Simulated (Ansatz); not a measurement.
# BeH2 (model cell, started as fluorite): following an unstable mode, part 2 of 3

Aim: this structure of BeH2 (model cell, started as fluorite) is to be tested for unstable modes, and one is followed downhill.

Ansatz 0.2.0; DFT PBEsol, scalar-relativistic, plane waves, PAW.

So far, highest frequency on the path or at a solved wavevector (cm⁻¹): step 2 (the dispersion) 1369. Also lowest frequency on the path (cm⁻¹): step 2 -1502.

The structure was built from a prototype and need not be the compound's stable phase.

## Step 5: Energy along the mode, all amplitudes (two of the runs are shown above)

An imaginary frequency means negative curvature, so the energy should fall and then rise again as anharmonic terms take over.

This step gave:

```
depth at the lowest point sampled  : 115.1 meV/atom
largest atomic shift at that point : 0.45 Å
```

Table of energy from the parent by largest atomic shift:

```csv
largest atomic shift (Å),energy from the parent (meV/atom)
0.000,0
0.040,-3.71
0.080,-14.7
0.140,-39.7
0.220,-73.8
0.320,-107
0.450,-115
0.600,-71.2
```

Displacement at unit largest shift by atom:

```csv
atom,x (Å),y (Å),z (Å),size
Be1,0.00,0.00,0.00,0.00
Be2,0.00,0.00,0.00,0.00
H3,-1.00,0.00,0.00,1.00
H4,1.00,0.00,0.00,1.00
H5,-1.00,0.00,0.00,1.00
H6,1.00,0.00,0.00,1.00
```

The lowest of the steps tried is at 0.45 Å, 115 meV/atom below the parent; the bottom of the well need not coincide with a step.

## Step 6: Relaxing from the distorted cell

Starting from the lowest point found, all atoms and the cell are let go, so that strain and other modes of the same symmetry can join in.

Contents of input.yaml:

```yaml
crystal:
  lattice:
    - [0.0, -1.9694231691, -1.9694231691]
    - [0.0, 1.9694231691, -1.9694231691]
    - [3.9388463383, 0.0, 0.0]
  atoms:
    - { symbol: Be, position: [0.0, 0.0, 0.0] }
    - { symbol: Be, position: [0.5, 0.5, 0.5] }
    - { symbol: H, position: [0.0, 0.5, 0.6357533497] }
    - { symbol: H, position: [0.5, 0.0, 0.3642466503] }
    - { symbol: H, position: [1.0, 0.5, 0.1357533497] }
    - { symbol: H, position: [0.5, 0.0, 0.8642466503] }
kpoints:
  mp_grid: { grid: [12, 12, 8] }
hamiltonian:
  xc: pbesol
scf:
  occupations: { method: methfessel_paxton, width: 0.15 }
output:
  forces: true
  stress: true
  eigenvalues: true
relax:
  adjacent_minimum: "off"
  f_tol: 0.002
  max_steps: 120
  cell: { stress_tol: 0.03 }
```

The run is started by

```console
ansatz run input.yaml --threads 4 --pin off --max-ram 7168MiB --backend cpu --events-out ev --progress --plain --runs-dir out
```

Numbers of over 12 decimals in the logs are rounded to 6 here.

What it wrote:

```text
[...]
Crystal: 6 atoms, lattice volume = 30.555 Å³
Basis set: ecut = 420 eV, 609 PW (Γ), exchange–correlation on 40×40×54 points (8 copies of the dense FFT grid, shifted against one another)
Bands: 10, of which v1, the nominal top of the filled ones, is band 4 counted from 1 (3 counted from 0)
Symmetry: 16 space group operations
[...]
k-points: 140 of 1152
[...]
SCF iter   1: F=—  HF=-241.605626 eV  |F-HF|=—  |Δ(HF+E_count)|=         —  Δρ=7.27e-3  dr2=1.07e-2  ethr=1.77e-3  ⟨swp⟩=5.2  Hψ=9721  notcnv=0
[...]
SCF iter   5: F=-241.602365 eV  HF=-241.602365 eV  |F-HF|=3.24e-11  |Δ(HF+E_count)|=   2.96e-8  S|Δr|=    0.00e0  Δρ=1.10e-6  dr2=2.52e-10  ethr=9.74e-10  ⟨swp⟩=1.9  Hψ=4130  notcnv=0
SCF 1 converged in 5 iterations: F = -241.602365 eV  dr2 = 2.52e-10
[...]
relax step   1: F+E_penalty+E_count = -241.60236530 eV  Δ(F+E_penalty+E_count) = +0.000e0 eV  max|allowed force component| = 1.569e-1 eV/Å  Δτ_max = 0.0000 Å  P = +8.972 GPa  Ω = 30.555 Å³  (5 SCF iters, dr2 threshold 1.00e-7 eV, accepted)
Crystal: 6 atoms, lattice volume = 31.533 Å³
Basis set: ecut = 420 eV, 649 PW (Γ), exchange–correlation on 40×40×54 points (8 copies of the dense FFT grid, shifted against one another)
[...]
SCF iter   4: F=-241.898239 eV  HF=-241.898239 eV  |F-HF|=1.60e-9  |Δ(HF+E_count)|=   1.86e-7  S|Δr|=    0.00e0  Δρ=4.73e-6  dr2=2.67e-9  ethr=6.80e-9  ⟨swp⟩=2.0  Hψ=3928  notcnv=0
SCF 2 converged in 4 iterations: F = -241.898239 eV  dr2 = 2.67e-9
[...]
relax step   2: F+E_penalty+E_count = -241.89823947 eV  Δ(F+E_penalty+E_count) = -2.959e-1 eV  max|allowed force component| = 8.738e-2 eV/Å  Δτ_max = 0.0085 Å  P = +6.115 GPa  Ω = 31.533 Å³  energy of the carried Pulay correction = -1.579e-3 eV  (4 SCF iters, dr2 threshold 6.00e-7 eV, accepted)
Crystal: 6 atoms, lattice volume = 32.477 Å³
Basis set: ecut = 420 eV, 659 PW (Γ), exchange–correlation on 40×40×54 points (8 copies of the dense FFT grid, shifted against one another)
[...]
SCF iter   4: F=-242.091336 eV  HF=-242.091336 eV  |F-HF|=1.36e-9  |Δ(HF+E_count)|=   1.82e-7  S|Δr|=    0.00e0  Δρ=4.76e-6  dr2=2.82e-9  ethr=7.06e-9  ⟨swp⟩=2.0  Hψ=3923  notcnv=0
SCF 3 converged in 4 iterations: F = -242.091336 eV  dr2 = 2.82e-9
[...]
relax step   3: F+E_penalty+E_count = -242.09133620 eV  Δ(F+E_penalty+E_count) = -1.931e-1 eV  max|allowed force component| = 9.293e-3 eV/Å  Δτ_max = 0.0076 Å  P = +3.805 GPa  Ω = 32.477 Å³  energy of the carried Pulay correction = -3.055e-3 eV  (4 SCF iters, dr2 threshold 6.00e-7 eV, accepted)
[... from here on, the SCF cycles and remarks between the steps are left out ...]
relax step   4: F+E_penalty+E_count = -242.21651691 eV  Δ(F+E_penalty+E_count) = -1.252e-1 eV  max|allowed force component| = 7.393e-3 eV/Å  Δτ_max = 0.0084 Å  P = +2.586 GPa  Ω = 33.373 Å³  energy of the carried Pulay correction = -4.417e-3 eV  (5 SCF iters, dr2 threshold 6.00e-7 eV, accepted)
relax step   5: F+E_penalty+E_count = -242.29503510 eV  Δ(F+E_penalty+E_count) = -7.852e-2 eV  max|allowed force component| = 5.865e-3 eV/Å  Δτ_max = 0.0069 Å  P = +1.404 GPa  Ω = 34.317 Å³  energy of the carried Pulay correction = -5.812e-3 eV  (5 SCF iters, dr2 threshold 6.00e-7 eV, accepted)
relax step   6: F+E_penalty+E_count = -242.34633280 eV  Δ(F+E_penalty+E_count) = -5.130e-2 eV  max|allowed force component| = 1.970e-2 eV/Å  Δτ_max = 0.0127 Å  P = +0.691 GPa  Ω = 35.251 Å³  energy of the carried Pulay correction = -7.152e-3 eV  (5 SCF iters, dr2 threshold 6.00e-7 eV, accepted)
relax step   7: F+E_penalty+E_count = -242.38680754 eV  Δ(F+E_penalty+E_count) = -4.047e-2 eV  max|allowed force component| = 1.524e-2 eV/Å  Δτ_max = 0.0041 Å  P = +0.562 GPa  Ω = 35.835 Å³  energy of the carried Pulay correction = -7.971e-3 eV  (4 SCF iters, dr2 threshold 6.00e-7 eV, accepted)
relax step   8: F+E_penalty+E_count = -242.42228729 eV  Δ(F+E_penalty+E_count) = -3.548e-2 eV  max|allowed force component| = 1.199e-2 eV/Å  Δτ_max = 0.0033 Å  P = +0.557 GPa  Ω = 36.318 Å³  energy of the carried Pulay correction = -8.638e-3 eV  (4 SCF iters, dr2 threshold 6.00e-7 eV, accepted)
relax step   9: F+E_penalty+E_count = -242.45743496 eV  Δ(F+E_penalty+E_count) = -3.515e-2 eV  max|allowed force component| = 1.325e-2 eV/Å  Δτ_max = 0.0018 Å  P = +0.817 GPa  Ω = 36.501 Å³  energy of the carried Pulay correction = -8.888e-3 eV  (4 SCF iters, dr2 threshold 6.00e-7 eV, accepted)
relax step  10: F+E_penalty+E_count = -242.49025160 eV  Δ(F+E_penalty+E_count) = -3.282e-2 eV  max|allowed force component| = 5.444e-2 eV/Å  Δτ_max = 0.0108 Å  P = +1.240 GPa  Ω = 36.889 Å³  energy of the carried Pulay correction = -9.413e-3 eV  (4 SCF iters, dr2 threshold 6.00e-7 eV, accepted)
relax step  11: F+E_penalty+E_count = -242.51223027 eV  Δ(F+E_penalty+E_count) = -2.198e-2 eV  max|allowed force component| = 1.717e-1 eV/Å  Δτ_max = 0.0190 Å  P = -0.997 GPa  Ω = 37.460 Å³  energy of the carried Pulay correction = -1.018e-2 eV  (5 SCF iters, dr2 threshold 6.00e-7 eV, accepted)
relax step  12: F+E_penalty+E_count = -242.54939109 eV  Δ(F+E_penalty+E_count) = -3.716e-2 eV  max|allowed force component| = 9.166e-3 eV/Å  Δτ_max = 0.0200 Å  P = +0.676 GPa  Ω = 37.513 Å³  energy of the carried Pulay correction = -1.025e-2 eV  (5 SCF iters, dr2 threshold 6.00e-7 eV, accepted)
relax step  13: F+E_penalty+E_count = -242.56687630 eV  Δ(F+E_penalty+E_count) = -1.749e-2 eV  max|allowed force component| = 5.037e-3 eV/Å  Δτ_max = 0.0022 Å  P = +0.456 GPa  Ω = 37.784 Å³  energy of the carried Pulay correction = -1.060e-2 eV  (4 SCF iters, dr2 threshold 6.00e-7 eV, accepted)
relax step  14: F+E_penalty+E_count = -242.57135285 eV  Δ(F+E_penalty+E_count) = -4.477e-3 eV  max|allowed force component| = 4.230e-3 eV/Å  Δτ_max = 0.0042 Å  P = +0.132 GPa  Ω = 38.143 Å³  energy of the carried Pulay correction = -1.107e-2 eV  (4 SCF iters, dr2 threshold 6.00e-7 eV, accepted)
relax step  15: F+E_penalty+E_count = -242.57129986 eV  Δ(F+E_penalty+E_count) = +5.299e-5 eV  max|allowed force component| = 7.723e-4 eV/Å  Δτ_max = 0.0017 Å  P = +0.005 GPa  Ω = 38.277 Å³  energy of the carried Pulay correction = -1.125e-2 eV  (4 SCF iters, dr2 threshold 1.38e-7 eV, accepted)
relax step  16: F+E_penalty+E_count = -242.82789809 eV  Δ(F+E_penalty+E_count) = -2.566e-1 eV  max|allowed force component| = 1.992e-2 eV/Å  Δτ_max = 0.0000 Å  P = +2.192 GPa  Ω = 38.277 Å³  stress off target by 6.68e0 GPa  SCF on the basis re-selected at this cell (its energy is not comparable with the rows above)  (6 SCF iters)
relax step  17: F+E_penalty+E_count = -242.87254676 eV  Δ(F+E_penalty+E_count) = -4.465e-2 eV  max|allowed force component| = 2.046e-2 eV/Å  Δτ_max = 0.0074 Å  P = +1.871 GPa  Ω = 38.926 Å³  energy of the carried Pulay correction = -8.587e-4 eV  (4 SCF iters, dr2 threshold 6.00e-7 eV, accepted)
relax step  18: F+E_penalty+E_count = -242.90722219 eV  Δ(F+E_penalty+E_count) = -3.468e-2 eV  max|allowed force component| = 8.233e-4 eV/Å  Δτ_max = 0.0110 Å  P = +1.419 GPa  Ω = 39.851 Å³  energy of the carried Pulay correction = -2.188e-3 eV  (4 SCF iters, dr2 threshold 6.00e-7 eV, accepted)
relax step  19: F+E_penalty+E_count = -242.93348582 eV  Δ(F+E_penalty+E_count) = -2.626e-2 eV  max|allowed force component| = 1.251e-2 eV/Å  Δτ_max = 0.0067 Å  P = +1.231 GPa  Ω = 40.473 Å³  energy of the carried Pulay correction = -3.155e-3 eV  (4 SCF iters, dr2 threshold 6.00e-7 eV, accepted)
relax step  20: F+E_penalty+E_count = -242.95200961 eV  Δ(F+E_penalty+E_count) = -1.852e-2 eV  max|allowed force component| = 1.001e-2 eV/Å  Δτ_max = 0.0106 Å  P = +0.758 GPa  Ω = 41.512 Å³  energy of the carried Pulay correction = -4.907e-3 eV  (4 SCF iters, dr2 threshold 6.00e-7 eV, accepted)
relax step  21: F+E_penalty+E_count = -242.96322188 eV  Δ(F+E_penalty+E_count) = -1.121e-2 eV  max|allowed force component| = 8.525e-3 eV/Å  Δτ_max = 0.0115 Å  P = +0.594 GPa  Ω = 42.505 Å³  energy of the carried Pulay correction = -6.753e-3 eV  (4 SCF iters, dr2 threshold 6.00e-7 eV, accepted)
relax step  22: F+E_penalty+E_count = -242.96798395 eV  Δ(F+E_penalty+E_count) = -4.762e-3 eV  max|allowed force component| = 2.073e-2 eV/Å  Δτ_max = 0.0081 Å  P = +0.046 GPa  Ω = 43.583 Å³  energy of the carried Pulay correction = -8.950e-3 eV  (4 SCF iters, dr2 threshold 6.00e-7 eV, accepted)
relax step  23: F+E_penalty+E_count = -242.96827218 eV  Δ(F+E_penalty+E_count) = -2.882e-4 eV  max|allowed force component| = 7.437e-4 eV/Å  Δτ_max = 0.0097 Å  P = +0.051 GPa  Ω = 44.430 Å³  energy of the carried Pulay correction = -1.083e-2 eV  (4 SCF iters, dr2 threshold 3.68e-7 eV, accepted)
relax step  24: F+E_penalty+E_count = -242.96791845 eV  Δ(F+E_penalty+E_count) = +3.537e-4 eV  max|allowed force component| = 7.952e-4 eV/Å  Δτ_max = 0.0017 Å  P = +0.016 GPa  Ω = 44.615 Å³  energy of the carried Pulay correction = -1.125e-2 eV  (4 SCF iters, dr2 threshold 3.54e-8 eV, accepted)
relax step  25: F+E_penalty+E_count = -242.96785225 eV  Δ(F+E_penalty+E_count) = +6.620e-5 eV  max|allowed force component| = 8.000e-5 eV/Å  Δτ_max = 0.0002 Å  P = +0.002 GPa  Ω = 44.644 Å³  energy of the carried Pulay correction = -1.132e-2 eV  (5 SCF iters, accepted)
relax step  26: F+E_penalty+E_count = -242.99251953 eV  Δ(F+E_penalty+E_count) = -2.467e-2 eV  max|allowed force component| = 3.514e-3 eV/Å  Δτ_max = 0.0000 Å  P = +0.125 GPa  Ω = 44.644 Å³  stress off target by 6.07e-1 GPa  SCF on the basis re-selected at this cell (its energy is not comparable with the rows above)  (6 SCF iters)
relax step  27: F+E_penalty+E_count = -242.99450477 eV  Δ(F+E_penalty+E_count) = -1.985e-3 eV  max|allowed force component| = 2.799e-4 eV/Å  Δτ_max = 0.0098 Å  P = +0.069 GPa  Ω = 45.661 Å³  energy of the carried Pulay correction = -1.141e-3 eV  (4 SCF iters, dr2 threshold 6.00e-7 eV, accepted)
relax step  28: F+E_penalty+E_count = -242.99443067 eV  Δ(F+E_penalty+E_count) = +7.410e-5 eV  max|allowed force component| = 2.632e-3 eV/Å  Δτ_max = 0.0068 Å  P = +0.056 GPa  Ω = 46.383 Å³  energy of the carried Pulay correction = -2.020e-3 eV  (5 SCF iters, dr2 threshold 1.86e-7 eV, accepted)
relax step  29: F+E_penalty+E_count = -242.99416809 eV  Δ(F+E_penalty+E_count) = +2.626e-4 eV  max|allowed force component| = 7.715e-4 eV/Å  Δτ_max = 0.0021 Å  P = +0.014 GPa  Ω = 46.637 Å³  energy of the carried Pulay correction = -2.344e-3 eV  (5 SCF iters, dr2 threshold 2.35e-8 eV, accepted)
relax step  30: F+E_penalty+E_count = -242.99411154 eV  Δ(F+E_penalty+E_count) = +5.656e-5 eV  max|allowed force component| = 7.636e-5 eV/Å  Δτ_max = 0.0003 Å  P = +0.001 GPa  Ω = 46.682 Å³  energy of the carried Pulay correction = -2.402e-3 eV  (5 SCF iters, accepted)
relax step  31: F+E_penalty+E_count = -242.99686196 eV  Δ(F+E_penalty+E_count) = -2.750e-3 eV  max|allowed force component| = 1.990e-5 eV/Å  Δτ_max = 0.0000 Å  P = +0.003 GPa  Ω = 46.682 Å³  stress off target by 5.40e-2 GPa  SCF on the basis re-selected at this cell (its energy is not comparable with the rows above)  (5 SCF iters)
relax step  32: F+E_penalty+E_count = -242.99667998 eV  Δ(F+E_penalty+E_count) = +1.820e-4 eV  max|allowed force component| = 7.606e-4 eV/Å  Δτ_max = 0.0020 Å  P = -0.011 GPa  Ω = 46.909 Å³  energy of the carried Pulay correction = -2.286e-4 eV  (5 SCF iters, dr2 threshold 7.29e-9 eV, accepted)
relax step  33: F+E_penalty+E_count = -242.99664872 eV  Δ(F+E_penalty+E_count) = +3.126e-5 eV  max|allowed force component| = 1.725e-4 eV/Å  Δτ_max = 0.0004 Å  P = -0.002 GPa  Ω = 46.942 Å³  energy of the carried Pulay correction = -2.614e-4 eV  (5 SCF iters, accepted)
[...]
SCF iter   5: F=-242.996903 eV  HF=-242.996903 eV  |F-HF|=1.71e-13  |Δ(HF+E_count)|=  9.21e-12  S|Δr|=    0.00e0  Δρ=5.62e-8  dr2=9.02e-13  ethr=1.00e-12  ⟨swp⟩=4.9  Hψ=4055  notcnv=0
SCF 34 converged in 5 iterations: F = -242.996903 eV  dr2 = 9.02e-13
relax step  34: F+E_penalty+E_count = -242.99690255 eV  Δ(F+E_penalty+E_count) = -2.538e-4 eV  max|allowed force component| = 1.711e-4 eV/Å  Δτ_max = 0.0000 Å  P = -0.002 GPa  Ω = 46.942 Å³  stress off target by 5.25e-3 GPa  SCF on the basis re-selected at this cell (its energy is not comparable with the rows above)  (5 SCF iters)
[...]
SCF converged after 5 iterations
[...]
Free energy (F): -242.996903 eV
[...]
Internal energy: -242.996903 eV  (E = F + TS)
E sigma→0 (E₀):  -242.996903 eV
Fermi energy:    0.788827 eV
[...]
--- Forces (eV/Å), atoms counted from 1 ---
  atom   1  Be    -0.00000000    -0.00000000     0.00000000
  atom   2  Be     0.00000000     0.00000000    -0.00000000
  atom   3  H     -0.00017114    -0.00000000     0.00000000
  atom   4  H      0.00017114    -0.00000000     0.00000000
  atom   5  H     -0.00017114     0.00000000    -0.00000000
  atom   6  H      0.00017114     0.00000000    -0.00000000
  max |Σ_I F_I| component: 1.12e-16 eV/Å
--- Stress (GPa, compression-positive) ---
        0.003056      -0.000000      -0.000000
       -0.000000      -0.005253       0.000000
       -0.000000       0.000000      -0.005253
  P = ⅓ Tr σ = -0.0025 GPa (-0.025 kbar)
--- Band table (eV; the first three rows and the last of 140) ---
[...]
--- Relaxed structure (30 steps of the walk, 30 accepted, 4 SCFs on fresh bases) ---
  F+E_penalty+E_count = -242.99690255 eV   max|allowed force component| = 1.711e-4 eV/Å   (the final SCF, on the basis selected at the relaxed cell)
  cell:  # Å, volume = 46.9415 Å³
    - [5.1833991583707606e-17, -1.688068, -1.688068]
    - [5.1833991583707976e-17, 1.688068, -1.688068]
    - [8.236590, 0, -1.0366798317004749e-16]
  atoms:
    - { symbol: Be, position: [0, 0, 2.362638155412166e-19] }
    - { symbol: Be, position: [0.5, 0.5, 0.5] }
    - { symbol: H, position: [5.551115123125783e-17, 0.5, 0.603879] }
    - { symbol: H, position: [0.5, 0.0, 0.396121] }
    - { symbol: H, position: [1.0, 0.5, 0.103879] }
    - { symbol: H, position: [0.5, 5.551115123125783e-17, 0.896121] }
```

Run time: 27 s. Hardware: 4 threads of Arm Neoverse V2, shared host; peak memory 0.37 GiB; 98 s of CPU time.

Relaxation path (22 of 34):

```csv
step,energy less that of the first step (eV),largest force component (eV/Å),pressure (GPa),volume (Å³)
1,0.0000,0.1569,8.97,30.55
3,-0.4890,0.0093,3.81,32.48
4,-0.6142,0.0074,2.59,33.37
6,-0.7440,0.0197,0.69,35.25
7,-0.7844,0.0152,0.56,35.83
9,-0.8551,0.0133,0.82,36.50
10,-0.8879,0.0544,1.24,36.89
12,-0.9470,0.0092,0.68,37.51
14,-0.9690,0.0042,0.13,38.14
15,-0.9689,0.0008,0.01,38.28
17,-1.2702,0.0205,1.87,38.93
18,-1.3049,0.0008,1.42,39.85
20,-1.3496,0.0100,0.76,41.51
21,-1.3609,0.0085,0.59,42.51
23,-1.3659,0.0007,0.05,44.43
25,-1.3655,0.0001,0.00,44.64
26*,-1.3902,0.0035,0.12,44.64
28,-1.3921,0.0026,0.06,46.38
29,-1.3918,0.0008,0.01,46.64
31*,-1.3945,0.0000,0.00,46.68
32,-1.3943,0.0008,-0.01,46.91
34*,-1.3945,0.0002,0.00,46.94
```

Relaxation steps marked * repeat the geometry before them on a plane-wave basis chosen anew for their cell, so energy and pressure can jump there. Other such steps can lie between the rows shown.

Forces are held to the 16 operations that the run works with; a distortion that breaks them can't arise in this run.

```csv
cell as run,before,after,change
a (Å),2.785,2.387,-14.3 %
b (Å),2.785,2.387,-14.3 %
c (Å),3.939,8.237,+109.1 %
volume (Å³/atom),5.09,7.82,+53.6 %
```

The atoms that moved most (Å, as changes of fractional coordinates times the final cell):

```csv
atom,dx,dy,dz,length
H4,0.263,0.000,0.000,0.263
H5,-0.263,0.000,0.000,0.263
H6,0.263,0.000,0.000,0.263
H3,-0.263,0.000,0.000,0.263
```

The relaxed structure:

```cif
data_structure
_symmetry_space_group_name_H-M 'P 1'
_symmetry_Int_Tables_number 1
_cell_length_a 2.3873
_cell_length_b 2.3873
_cell_length_c 8.2366
_cell_angle_alpha 90.000
_cell_angle_beta 90.000
_cell_angle_gamma 90.000
_cell_volume 46.94
loop_
_atom_site_label
_atom_site_type_symbol
_atom_site_fract_x
_atom_site_fract_y
_atom_site_fract_z
_atom_site_occupancy
Be1 Be 0.00000 0.00000 0.00000 1
Be2 Be 0.50000 0.50000 0.50000 1
H3 H 0.00000 0.50000 0.60388 1
H4 H 0.50000 0.00000 0.39612 1
H5 H 0.00000 0.50000 0.10388 1
H6 H 0.50000 0.00000 0.89612 1
```

This step gave:

* pressure: -0.002483 GPa
* gap on the k-mesh: 3.660 eV
* volume per atom: 7.824 Å³

The distorted start has space group P4_2/nmc; the relaxation ends in P4_2/nmc.

(Part 2 of 3 ends here.)

[Logs are printed without paths, hosts, clocks, repeated set-up lines and the standing remarks that a program may print on its own settings, such as how far it seeks lower states.]

[Hosts, paths, dates, database ids (printed as entryN), source tags and the programs' standing remarks are cut or masked in the printed files.]
